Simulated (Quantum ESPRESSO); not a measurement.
## MnGePd: which magnetic order is lowest: run 2 (ferri ++−)

Quantum ESPRESSO 7.5; LDA; plane waves with GBRV 1.5 LDA potentials, no spin-orbit coupling.

pw.in

```
&CONTROL
  calculation = 'scf'
  prefix = 'pwscf'
  outdir = './tmp'
  pseudo_dir = './pseudo'
  disk_io = 'nowf'
/
&SYSTEM
  ibrav = 0
  nat = 9
  ntyp = 4
  ecutwfc = 40
  ecutrho = 280
  nbnd = 85
  occupations = 'smearing'
  smearing = 'fd'
  degauss = 0.00734986
  nspin = 2
  starting_magnetization(1) = 0.2333
  starting_magnetization(2) = -0.2333
  starting_magnetization(3) = 0
  starting_magnetization(4) = 0
/
&ELECTRONS
  conv_thr = 1.8d-08
  electron_maxstep = 150
  mixing_beta = 0.3
/
ATOMIC_SPECIES
Mn1    54.9380 mn_lda_v1.5.uspp.F.UPF
Mn2    54.9380 mn_lda_v1.5.uspp.F.UPF
Ge     72.6300 ge_lda_v1.4.uspp.F.UPF
Pd    106.4200 pd_lda_v1.4.uspp.F.UPF
CELL_PARAMETERS angstrom
   6.6390000000    0.0000000000    0.0000000000
  -3.3195000000    5.7495426557    0.0000000000
   0.0000000000    0.0000000000    3.5770000000
ATOMIC_POSITIONS crystal
Mn1     0.5914500000    0.0000000000    0.5000000000
Mn1     0.4085500000    0.4085500000    0.5000000000
Mn2     0.0000000000    0.5914500000    0.5000000000
Ge      0.3333333333    0.6666666667    0.0000000000
Ge      0.6666666667    0.3333333333    0.0000000000
Ge      0.0000000000    0.0000000000    0.5000000000
Pd      0.2589500000    0.0000000000    0.0000000000
Pd      0.7410500000    0.7410500000    0.0000000000
Pd      0.0000000000    0.2589500000    0.0000000000
K_POINTS automatic
8 8 8 0 0 0
```

Started as:

```console
OMP_NUM_THREADS=1 mpirun -n 4 pw.x -nk 4 -in pw.in > pw.out
```

**Question.** What does this run give for the spin moment in the atom's sphere?

The site moments add up to 2.90 μB, as the cell's moment does.

Spin moment in the atom's sphere by atom:

```
atom  spin moment in the atom's sphere (μB)
 Mn1                                   3.23
 Mn2                                   3.23
 Mn3                                  -3.43
 Ge4                                  -0.04
 Ge5                                  -0.04
 Ge6                                  -0.03
 Pd7                                  -0.02
 Pd8                                  -0.02
 Pd9                                   0.01
```

Read from the output:

| Quantity | Value |
| --- | --- |
| magnetization | 2.884 μB |
| absolute magnetization | 10.87 μB |
| final state | ferrimagnetic |

[Logs and program files are shortened in this print: banners, set-up blocks, solver, clock and traceback lines can be left out without a mark of their own.]

[Logs are printed without paths, hosts, clocks, repeated set-up lines and the standing remarks that a program may print on its own settings, such as how far it seeks lower states.]

[Hosts, paths, dates, database ids (printed as entryN), source tags and the programs' standing remarks are cut or masked in the printed files.]

[Where a cell is said to come from a database of computed structures, the database is the Materials Project.]
